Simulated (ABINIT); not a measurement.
```cif
data_bazrse3
_symmetry_space_group_name_H-M 'P1'
_symmetry_Int_Tables_number 1
_cell_length_a 5.2874
_cell_length_b 5.2964
_cell_length_c 5.3095
_cell_angle_alpha 89.891
_cell_angle_beta 89.914
_cell_angle_gamma 89.961
_cell_volume 148.69
loop_
_atom_site_label
_atom_site_type_symbol
_atom_site_symmetry_multiplicity
_atom_site_Wyckoff_symbol
_atom_site_fract_x
_atom_site_fract_y
_atom_site_fract_z
_atom_site_occupancy
Ba1 Ba 1 a 0.99864 0.99848 0.99867 1
Zr1 Zr 1 a 0.47658 0.49007 0.47673 1
Se1 Se 1 a 0.48832 0.99851 0.50269 1
Se2 Se 1 a 0.98384 0.51164 0.51854 1
Se3 Se 1 a 0.49261 0.50131 0.99337 1
_calc_subject 'Quasiparticle gap of BaZrSe3 (P1) in ABINIT'
_calc_method 'RPA screening on PBEsol, plane waves, norm-conserving pseudopotentials (and 2 further levels or steps)'
_calc_program 'ABINIT 10.8.3'
_calc_settings 'cutoff 48 Ha, PseudoDojo scalar-relativistic 0.4 stringent, norm-conserving, potential set dojo-sr-pbesol-0.4-stringent, ngkpt (2, 2, 2), nband 108, ecuteps 3.2 Ha, inclvkb 2, shiftk (0, 0, 0), symchi 1, awtr 1, frequency ppm, 2×2×2 k-mesh'
_calc_cost '5 runs, 13 min in all on 4 MPI ranks of Arm Neoverse V1, shared host'
_calc_notes 'The cell and positions are those that the Materials Project relaxed with its own functionals (PBE, PBE+U or r2SCAN), kept fixed. Limits: no spin-orbit coupling. The 2×2×2 mesh is coarse for this cell, which bears on the long-range parts of exchange and screening.'
_calc_pbesol_gap '0.16 eV, indirect'
_calc_g0w0_gap_on_the_mesh '0.78 eV'
_calc_gw_settings '2×2×2 mesh, 108 bands, screening to 87.1 eV, Godby-Needs plasmon pole'
_calc_known_limits 'short of the basis limit; no spin-orbit coupling; coarse k mesh'
```

[Long decimals in the printed logs are rounded to 6 places.]

[Logs are printed without paths, hosts, clocks, repeated set-up lines and the standing remarks that a program may print on its own settings, such as how far it seeks lower states.]

[Paths, hosts, dates, memory and timing lines, banners, echoed tables and standing remarks are left out of the program output; an Ansatz launch command may be rebuilt from the run's recorded settings. Measured values are a selection of at most five: reports struck by readers or far from the other reports are left out. None is set beside runs whose start may be inverted or whose files or cutoffs have a known fault.]

[Runs of the session that timed out or met a known fault of the program may be left out.]

[Hosts, paths, dates, database ids (printed as entryN), source tags and the programs' standing remarks are cut or masked in the printed files.]

[G0W0 gaps are taken among the corrected bands and points alone; a level outside them can change the order at an edge.]

[Where Ansatz stands beside ABINIT at settings called matched, ABINIT's density can come from a denser mesh and the files from another edition; pairs whose starting gaps differed by over 0.03 eV were left out, so agreement reads better than it is.]
